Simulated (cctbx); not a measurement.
**Reading a Patterson map**

Space group Fd-3m (no. 227, origin choice 1), a = 11.5890 Å, b = 11.5890 Å, c = 11.5890 Å, α = 90.00°, β = 90.00°, γ = 90.00°, content Mn16 Sc16 S48 O8.

Simulated single-crystal data (cctbx): Mo Kα, λ = 0.71073 Å, to d = 0.65 Å, 95 % of the full sphere, strongest reflection 70000 counts, noise from counting, a 6 % proportional error and a noise floor of 15 counts (s.d.); no absorption, some extinction.

Patterson synthesis, origin scaled to 1000:

```text
Patterson group F m -3 m
      u       v       w   height  length (A)
  0.000   0.000   0.000   1000.0     0.00
  0.000   0.250   0.250    625.8     4.10
  0.000   0.000   0.500    602.2     5.79
  0.250   0.250   0.250    175.6     5.02
  0.132   0.132   0.368    162.2     4.78
  0.120   0.120   0.120    154.9     2.41
  0.000   0.000   0.423     61.6     4.90
  0.042   0.042   0.250     46.3     2.98
  0.000   0.000   0.290     23.6     3.36
  0.169   0.250   0.250      9.2     4.54
  0.066   0.066   0.315    -10.2     3.80
  0.071   0.071   0.179    -10.7     2.38
  0.184   0.184   0.184    -11.8     3.70
  0.188   0.188   0.312    -12.3     4.75
```

Q: Assign the vectors.

A peak at u stands for all pairs with xi − xj = u, with weight Σ ZiZj against Σ Z² = 29856 at the origin. Peak heights follow these weights only roughly, since form factors, motion and series ripples differ, all vectors within 0.55 Å of a peak are counted as merged into it though the farther ones add only part of their weight, and F(000) is left out, which lowers the whole map:

| u | v | w | shortest length (Å) | height | 1000 ΣZiZj/ΣZ² | pairs in the cell |
| --- | --- | --- | --- | --- | --- | --- |
| 0.000 | 0.250 | 0.250 | 4.10 | 626 | 636 | 16 × Mn–Sc, 8 × Mn–Mn, 8 × Sc–Sc, 16 × S–O |
| 0.000 | 0.000 | 0.500 | 5.79 | 602 | 563 | 32 × Mn–Sc |
| 0.250 | 0.250 | 0.250 | 5.02 | 176 | 214 | 24 × S–S, 4 × O–O |
| 0.132 | 0.132 | 0.368 | 4.78 | 162 | 375 | 24 × Mn–S, 8 × Mn–O |
| 0.120 | 0.120 | 0.120 | 2.41 | 155 | 637 | 24 × Mn–S, 24 × Sc–S, 8 × Sc–O |
| 0.000 | 0.000 | 0.423 | 4.90 | 62 | 69 | 8 × S–S |
| 0.042 | 0.042 | 0.250 | 2.98 | 46 | 69 | 8 × S–S |

The table stops at ten peaks or at a height of 45, below which ripples compete. In the model behind the data Mn, the heaviest element, has 1 independent site: (7/8, 7/8, 1/8), up to an allowed shift of origin; the Mn–Mn vectors are differences of these positions and their symmetry mates. The whole model:

```csv
atom,mult.,x,y,z,Ueq (Å²)
Mn1,16,7/8,7/8,1/8,0.0168
Sc1,16,3/8,7/8,1/8,0.0148
S1,48,1/2,0,0.2917,0.0192
O1,8,1/4,3/4,1/4,0.0214
```

The model was made for the exercise: a known structure type with other elements put in, its volume estimated, not relaxed; displacement parameters are assumed.

[Logs are printed without paths, hosts, clocks, repeated set-up lines and the standing remarks that a program may print on its own settings, such as how far it seeks lower states.]
